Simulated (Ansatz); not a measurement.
# What ScTeN3 (model cell, started as cubic perovskite with Te in the octahedra) distorts into

Aim: this structure of ScTeN3 (model cell, started as cubic perovskite with Te in the octahedra) is to be tested for unstable modes, and one is followed downhill.

Method: DFT PBEsol, scalar-relativistic, plane waves, PAW; PAW set soft_1, in Ansatz 0.2.0.

This is a report of a sequence of runs, with most program output left out.

The structure was built from a prototype and need not be the compound's stable phase.

**1. The starting structure**

Symmetry: Pm-3m, No. 221, cubic system. The conventional cell has a = 3.913 Å, b = 3.913 Å, c = 3.913 Å, α = 90.00°, β = 90.00°, γ = 90.00°. Sc has 12 N at 2.77 Å and 8 Te at 3.39 Å nearest. Nearest to Te lie 6 N at 1.96 Å and 8 Sc at 3.39 Å. N has 2 Te at 1.96 Å and 4 Sc at 2.77 Å nearest. Farther neighbours and most contacts between anions are not listed.

As a file:

```cif
data_structure
_symmetry_space_group_name_H-M 'P 1'
_symmetry_Int_Tables_number 1
_cell_length_a 3.9132
_cell_length_b 3.9132
_cell_length_c 3.9132
_cell_angle_alpha 90.000
_cell_angle_beta 90.000
_cell_angle_gamma 90.000
_cell_volume 59.92
loop_
_atom_site_label
_atom_site_type_symbol
_atom_site_fract_x
_atom_site_fract_y
_atom_site_fract_z
_atom_site_occupancy
Sc1 Sc 0.00000 0.00000 0.00000 1
Te2 Te 0.50000 0.50000 0.50000 1
N3 N 0.50000 0.50000 0.00000 1
N4 N 0.50000 0.00000 0.50000 1
N5 N 0.00000 0.50000 0.50000 1
```

**2. Phonons on a q mesh**

The cell comes from relaxations at this level that are not shown. Stability and thermal properties need the whole zone. Linear response on a 4×4×4 q mesh gives force constants as far as a supercell of that size would.

File input.yaml:

```yaml
crystal:
  lattice:
    - [3.9131533689, 0.0, 0.0]
    - [0.0, 3.9131533689, 0.0]
    - [0.0, 0.0, 3.9131533689]
  atoms:
    - { symbol: Sc, position: [0.0, 0.0, 0.0] }
    - { symbol: Te, position: [0.5, 0.5, 0.5] }
    - { symbol: "N", position: [0.5, 0.5, 0.0] }
    - { symbol: "N", position: [0.5, 0.0, 0.5] }
    - { symbol: "N", position: [0.0, 0.5, 0.5] }
kpoints:
  mp_grid: { grid: [12, 12, 12] }
hamiltonian:
  xc: pbesol
  pseudopotentials: { kind: paw, azcp: { folder: soft_1 }, xc_functional: pbe }
scf:
  occupations: { method: methfessel_paxton, width: 0.2 }
output:
  eigenvalues: true
phonons:
  method: dfpt
  qmesh: [4, 4, 4]
  temperatures: { t_max: 1000, t_step: 50 }
  qpath:
    path:
      - [[0.0, 0.0, 0.0], [0.0, 0.5, 0.0], [0.5, 0.5, 0.0], [0.0, 0.0, 0.0], [0.5, 0.5, 0.5], [0.0, 0.5, 0.0]]
      - [[0.5, 0.5, 0.5], [0.5, 0.5, 0.0]]
    npoints: 10
```

Started as:

```sh
$ ansatz run input.yaml --threads 8 --pin off --max-ram 16384MiB --backend cpu --events-out ev --progress --plain --runs-dir out
```

Wall time 22 min (8 threads of AMD EPYC 7R32 (Zen 2), shared host); peak memory 6.3 GiB; 2.6 h of CPU time.

Numbers from this step:

| Property | Result |
| --- | --- |
| volume per atom | 11.98 Å³ |
| gap on the k-mesh | 0 eV |
| sum-rule residual before enforcement | 2.29e-5 eV/Å² |
| lowest frequency on the path | -463.0 cm⁻¹ |
| point group | m-3m |
| highest frequency on the path or at a solved wavevector | 985.2 cm⁻¹ |
| highest optical mode at the zone centre (no LO-TO term) | 869.2 cm⁻¹ |
| lowest optical zone-centre mode | -295.9 cm⁻¹ |
| lowest mode on the q mesh (acoustic modes at Γ apart) | -463.1 cm⁻¹ |

Frequencies (cm⁻¹) solved at each irreducible wavevector; negative means imaginary. Frequencies by wavevector, by row:

```tsv
q in reciprocal lattice units	star	mode 1	mode 2	mode 3	mode 4	mode 13	mode 14	mode 15
0 0 0	1	-295.9	-295.9	-295.9	-240.4	869.2	869.2	869.2
0 0 0.25	6	-277.9	-277.9	-228.1	-208.2	866.5	874.9	874.9
0 0 -0.5	3	-267.7	-267.7	-198	-164.5	842.5	878.9	878.9
0 0.25 0.25	12	-334.1	-285.5	-247.9	-190.9	830.9	879.4	908.7
0 0.25 -0.5	12	-363.5	-259.8	-246.7	-220.8	806.5	883.9	904.6
0 -0.5 -0.5	3	-406.6	-301.8	-301.8	-97.7	790	888.3	940.3
0.25 0.25 0.25	8	-342.1	-319.3	-319.3	-211.4	832.2	832.2	938.1
0.25 0.25 -0.5	12	-382.7	-359.5	-308.2	-236.6	804.7	834.4	951.9
0.25 -0.5 -0.5	6	-415.6	-381.6	-381.6	-228.7	786.8	823.8	972.9
-0.5 -0.5 -0.5	1	-463.1	-463.1	-463.1	-245.8	784.4	784.4	985.2
```

Interpolated from a 4×4×4 q mesh. Phonon branches along the path, in cm⁻¹:

```tsv
point	branch 1	branch 2	branch 3	branch 4	branch 12	branch 13	branch 14	branch 15
Γ	-296	-296	-296	-240	215	869	869	869
halfway	-278	-278	-228	-208	254	866	875	875
X	-268	-268	-198	-164	317	842	879	879
halfway	-364	-260	-247	-221	333	806	884	905
M	-407	-302	-302	-98	346	790	888	940
halfway	-334	-286	-248	-191	278	831	879	909
Γ	-296	-296	-296	-240	215	869	869	869
halfway	-342	-319	-319	-211	307	832	832	938
R	-463	-463	-463	-246	356	784	784	985
halfway	-383	-360	-308	-237	345	805	834	952
X	-268	-268	-198	-164	317	842	879	879
jump to R	-463	-463	-463	-246	356	784	784	985
halfway	-416	-382	-382	-229	351	787	824	973
M	-407	-302	-302	-98	346	790	888	940
```

Symmetry leaves 10 wavevectors to solve. The lowest mode among them, the acoustic zeros apart, lies at q = (-0.5, -0.5, -0.5) and is imaginary, 463.1i cm⁻¹, so the energy falls along it.

**3. The mode frozen in, largest atomic shift 0 Å**

The mode followed lies at q = (0.25, -0.5, -0.5) with frequency 415.6i cm⁻¹, one of the unstable modes though not the softest. At small amplitude the distorted cell has space group no. 140 by a symmetry search on the positions. The undistorted cell that holds it gives the zero of energy on the same k mesh.

System of this step: ScTeN3 (model cell, started as cubic perovskite with Te in the octahedra). Symmetry: Pm-3m, No. 221, cubic system. The conventional cell has a = 3.913 Å, b = 3.913 Å, c = 3.913 Å, α = 90.00°, β = 90.00°, γ = 90.00°. Nearest to Sc lie 12 N at 2.77 Å and 8 Te at 3.39 Å. Nearest to Te lie 6 N at 1.96 Å and 8 Sc at 3.39 Å. Nearest to N lie 2 Te at 1.96 Å and 4 Sc at 2.77 Å. Nearest to N lie 2 Te at 1.96 Å and 4 Sc at 2.77 Å. Farther neighbours and most contacts between anions are not listed.

File input.yaml:

```yaml
crystal:
  lattice:
    - [0.0, -3.9131533689, -3.9131533689]
    - [0.0, -3.9131533689, 3.9131533689]
    - [-7.8263067378, -3.9131533689, 0.0]
  atoms:
    - { symbol: Sc, position: [0.75, 0.75, 0.5] }
    - { symbol: Sc, position: [0.25, 0.25, 0.5] }
    - { symbol: Sc, position: [0.5, 0.5, 1.0] }
    - { symbol: Sc, position: [0.0, 0.0, 1.0] }
    - { symbol: Te, position: [0.375, 0.875, 0.25] }
    - { symbol: Te, position: [0.875, 0.375, 0.25] }
    - { symbol: Te, position: [0.125, 0.625, 0.75] }
    - { symbol: Te, position: [0.625, 0.125, 0.75] }
    - { symbol: "N", position: [0.125, 0.125, 0.25] }
    - { symbol: "N", position: [0.625, 0.625, 0.25] }
    - { symbol: "N", position: [0.875, 0.875, 0.75] }
    - { symbol: "N", position: [0.375, 0.375, 0.75] }
    - { symbol: "N", position: [0.125, 0.625, 0.25] }
    - { symbol: "N", position: [0.625, 0.125, 0.25] }
    - { symbol: "N", position: [0.875, 0.375, 0.75] }
    - { symbol: "N", position: [0.375, 0.875, 0.75] }
    - { symbol: "N", position: [0.5, 0.0, 0.0] }
    - { symbol: "N", position: [0.0, 0.5, 0.0] }
    - { symbol: "N", position: [0.25, 0.75, 0.5] }
    - { symbol: "N", position: [0.75, 0.25, 0.5] }
kpoints:
  mp_grid: { grid: [8, 8, 8] }
hamiltonian:
  xc: pbesol
  pseudopotentials: { kind: paw, azcp: { folder: soft_1 }, xc_functional: pbe }
scf:
  occupations: { method: methfessel_paxton, width: 0.2 }
output:
  forces: true
  stress: true
  eigenvalues: true
```

The job ended after 16 s (8 threads; peak memory 2 GiB; 2 min of CPU time).

Numbers from this step:

```
pressure                         : 0.1847 GPa
energy from the undistorted cell : 0 meV/atom
```

The run ends at a pressure of 0.18 GPa.

**4. The mode frozen in, largest atomic shift 0.6 Å**

The atoms are moved along the unstable eigenvector, the largest shift by 0.6 Å, with the cell fixed.

input.yaml, as its differences from that of step 3:

```diff
@@ -14,10 +14,10 @@
     - { symbol: Te, position: [0.625, 0.125, 0.75] }
-    - { symbol: "N", position: [0.125, 0.125, 0.25] }
-    - { symbol: "N", position: [0.625, 0.625, 0.25] }
-    - { symbol: "N", position: [0.875, 0.875, 0.75] }
-    - { symbol: "N", position: [0.375, 0.375, 0.75] }
-    - { symbol: "N", position: [0.125, 0.625, 0.25] }
-    - { symbol: "N", position: [0.625, 0.125, 0.25] }
-    - { symbol: "N", position: [0.875, 0.375, 0.75] }
-    - { symbol: "N", position: [0.375, 0.875, 0.75] }
+    - { symbol: "N", position: [0.2016645137, 0.2016645137, 0.25] }
+    - { symbol: "N", position: [0.5483354863, 0.5483354863, 0.25] }
+    - { symbol: "N", position: [0.7983354863, 0.7983354863, 0.75] }
+    - { symbol: "N", position: [0.4516645137, 0.4516645137, 0.75] }
+    - { symbol: "N", position: [0.0483354863, 0.7016645137, 0.25] }
+    - { symbol: "N", position: [0.7016645137, 0.0483354863, 0.25] }
+    - { symbol: "N", position: [0.9516645137, 0.2983354863, 0.75] }
+    - { symbol: "N", position: [0.2983354863, 0.9516645137, 0.75] }
     - { symbol: "N", position: [0.5, 0.0, 0.0] }
```

Wall time 16 s (8 threads); peak memory 2 GiB.

This step gave:

- pressure: -5.032 GPa
- energy from the undistorted cell: -292.7 meV/atom

The energy, extrapolated to zero smearing, is -292.69 meV/atom against the undistorted cell.

The run ends at a pressure of -5.03 GPa, with forces up to 0.61 eV/Å.

**5. Energy along the mode, all amplitudes (two of the runs are shown above)**

An imaginary frequency means negative curvature, so the energy should fall and then rise again as anharmonic terms take over.

This step gave:

```yaml
depth_at_the_lowest_point_sampled: 292.7 meV/atom
largest_atomic_shift_at_that_point: 0.6 Å
```

The energy from the parent by largest atomic shift:

```tsv
largest atomic shift (Å)	energy from the parent (meV/atom)
0.000	0
0.040	-2.76
0.080	-10.9
0.140	-32.6
0.220	-75.7
0.320	-142
0.450	-227
0.600	-293
```

Displacement at unit largest shift by atom:

```tsv
atom	x (Å)	y (Å)	z (Å)	size
Sc1	0.00	0.00	0.00	0.00
Sc2	0.00	0.00	0.00	0.00
Sc3	0.00	0.00	0.00	0.00
Sc4	0.00	0.00	0.00	0.00
Te5	0.00	0.00	0.00	0.00
Te6	0.00	0.00	0.00	0.00
Te7	0.00	0.00	0.00	0.00
Te8	0.00	0.00	0.00	0.00
N9	0.00	-1.00	0.00	1.00
N10	0.00	1.00	0.00	1.00
N11	0.00	1.00	0.00	1.00
N12	0.00	-1.00	0.00	1.00
N13	0.00	0.00	1.00	1.00
N14	0.00	0.00	-1.00	1.00
N15	0.00	0.00	-1.00	1.00
N16	0.00	0.00	1.00	1.00
N17	0.00	0.00	0.00	0.00
N18	0.00	0.00	0.00	0.00
N19	0.00	0.00	0.00	0.00
N20	0.00	0.00	0.00	0.00
```

The lowest of the steps tried is the last one, at 0.6 Å, 293 meV/atom below the parent; the bottom of the well need not coincide with a step.

**6. Relaxing from the distorted cell**

Starting from the lowest point found, all atoms and the cell are let go, so that strain and other modes of the same symmetry can join in.

input.yaml, as its differences from that of step 4:

```diff
@@ -37 +37,6 @@
   eigenvalues: true
+relax:
+  adjacent_minimum: "off"
+  f_tol: 0.002
+  max_steps: 120
+  cell: { stress_tol: 0.03 }
```

Elapsed: 3.2 min, on 8 threads; peak memory 2.1 GiB; 24 min of CPU time.

Relaxation path:

```tsv
step	energy less that of the first step (eV)	largest force component (eV/Å)	pressure (GPa)	volume (Å³)
1	0.0000	0.6060	-5.03	239.68
2	-0.5270	0.5584	4.04	227.26
3	-0.6604	0.0561	-0.14	231.81
4	-0.6739	0.0278	-0.11	231.59
5	-0.6772	0.0048	0.03	231.30
6	-0.6771	0.0020	0.00	231.34
7	-0.6771	0.0011	0.00	231.34
8*	-0.6681	0.0011	-0.07	231.34
9	-0.6683	0.0004	0.00	231.24
10*	-0.6680	0.0004	0.00	231.24
```

Relaxation steps marked * repeat the geometry before them on a plane-wave basis chosen anew for their cell, so energy and pressure can jump there.

The run keeps the 16 symmetry operations that it works with, so distortions that break them were not tested.

```tsv
conventional cell, symmetrised	before	after	change
a (Å)	5.534	5.375	-2.9 %
b (Å)	5.534	5.375	-2.9 %
c (Å)	15.653	16.011	+2.3 %
volume (Å³/atom)	11.98	11.56	-3.5 %
```

The atoms that moved most (Å, as changes of fractional coordinates times the final cell):

```tsv
atom	dx	dy	dz	length
N11	0.009	0.082	0.000	0.083
N12	0.009	-0.082	0.000	0.083
N10	-0.009	0.082	0.000	0.083
N16	0.009	0.000	0.082	0.083
N14	-0.009	0.000	-0.082	0.083
N13	-0.009	0.000	0.082	0.083
N15	0.009	0.000	-0.082	0.083
N9	-0.009	-0.082	0.000	0.083
```

The relaxed structure:

```
Sc Te N
1.0
     0.00000   -3.80037   -3.80037
     0.00000   -3.80037    3.80037
    -8.00551   -3.80037    0.00000
Sc Te N
4 4 12
Direct
  0.75000 0.75000 0.50000
  0.25000 0.25000 0.50000
  0.50000 0.50000 0.00000
  0.00000 0.00000 0.00000
  0.37448 0.87448 0.25104
  0.87448 0.37448 0.25104
  0.12552 0.62552 0.74896
  0.62552 0.12552 0.74896
  0.21189 0.21189 0.25116
  0.53696 0.53696 0.25116
  0.78811 0.78811 0.74884
  0.46304 0.46304 0.74884
  0.03696 0.71189 0.25116
  0.71189 0.03696 0.25116
  0.96304 0.28811 0.74884
  0.28811 0.96304 0.74884
  0.50000 0.00000 0.00000
  0.00000 0.50000 0.00000
  0.25000 0.75000 0.50000
  0.75000 0.25000 0.50000
```

Numbers from this step:

- pressure: -6.44e-4 GPa
- volume per atom: 11.56 Å³

The distorted start has space group I4/mcm; the relaxation ends in I4/mcm.

**7. The phases reached**

The phases reached along the modes that were followed are set side by side.

Energies are those of the first relaxation, on the mesh of the frozen mode; space group, volume and gap are those of the last relaxation. Phases, by row:

```tsv
mode frozen in	space group	energy from parent (meV/atom)	volume (Å³/atom)	gap on mesh (eV)	lowest zone-centre optical mode (cm⁻¹)	largest shift (Å)
parent	Pm-3m	0	11.98	0	–	–
q = (-0.5, -0.5, -0.5), 463i cm⁻¹	I4/mcm	-349.9	11.51	0.063	-320.4	0.671
q = (-0.5, -0.5, -0.5), 463i cm⁻¹	R-3c	-508.4	11.57	0.84	-271.7	0.647
q = (-0.5, -0.5, -0.5), 463i cm⁻¹	Imma	-519	11.68	0.203	-253.1	0.724
q = (0.25, -0.5, -0.5), 416i cm⁻¹	I4/mcm	-326.2	11.56	0	–	0.665
```

**8. Results**

* unstable mode of the parent: q = (0.25, -0.5, -0.5), 416i cm⁻¹
* depth at the lowest point sampled: 293 meV/atom
* largest atomic shift at that point: 0.6 Å
* space group reached (within 0.01 Å): I4/mcm
* energy gained over the parent (first relaxation, on the mesh of the frozen mode): 326 meV/atom
* volume per atom, phase reached: 11.6 Å³

Along this mode the structure falls into I4/mcm, 326 meV/atom below the parent. At the parent's cell the well is 292.7 meV/atom deep on the steps tried, with its lowest point at a shift of 0.6 Å. That is the last step tried, so the steps alone don't bracket the bottom of the well. Relaxing atoms and cell changes the gain by +33.52 meV/atom against the lowest step (energies at zero smearing). The modes of the phase reached were not computed on this path. Of the 4 patterns followed to their end from this parent, this one ends 193 meV/atom above the lowest, Imma. Each path keeps the symmetry of its pattern, so a lower phase may lie along a pattern not tried. With no gap, or one that is small against the smearing, the frequencies hang on the k mesh and the smearing, most of all near Kohn anomalies. Spin-orbit coupling is left out, which can matter for the heavy elements here. The PAW files were made for PBE and serve the other functionals too. A phonon run warned that its eigensolver left some bands unconverged in a pass. The starting cell was built on a prototype and not taken from a measurement, so the phase need not exist.

[Logs are printed without paths, hosts, clocks, repeated set-up lines and the standing remarks that a program may print on its own settings, such as how far it seeks lower states.]

[Hosts, paths, dates, database ids (printed as entryN), source tags and the programs' standing remarks are cut or masked in the printed files.]
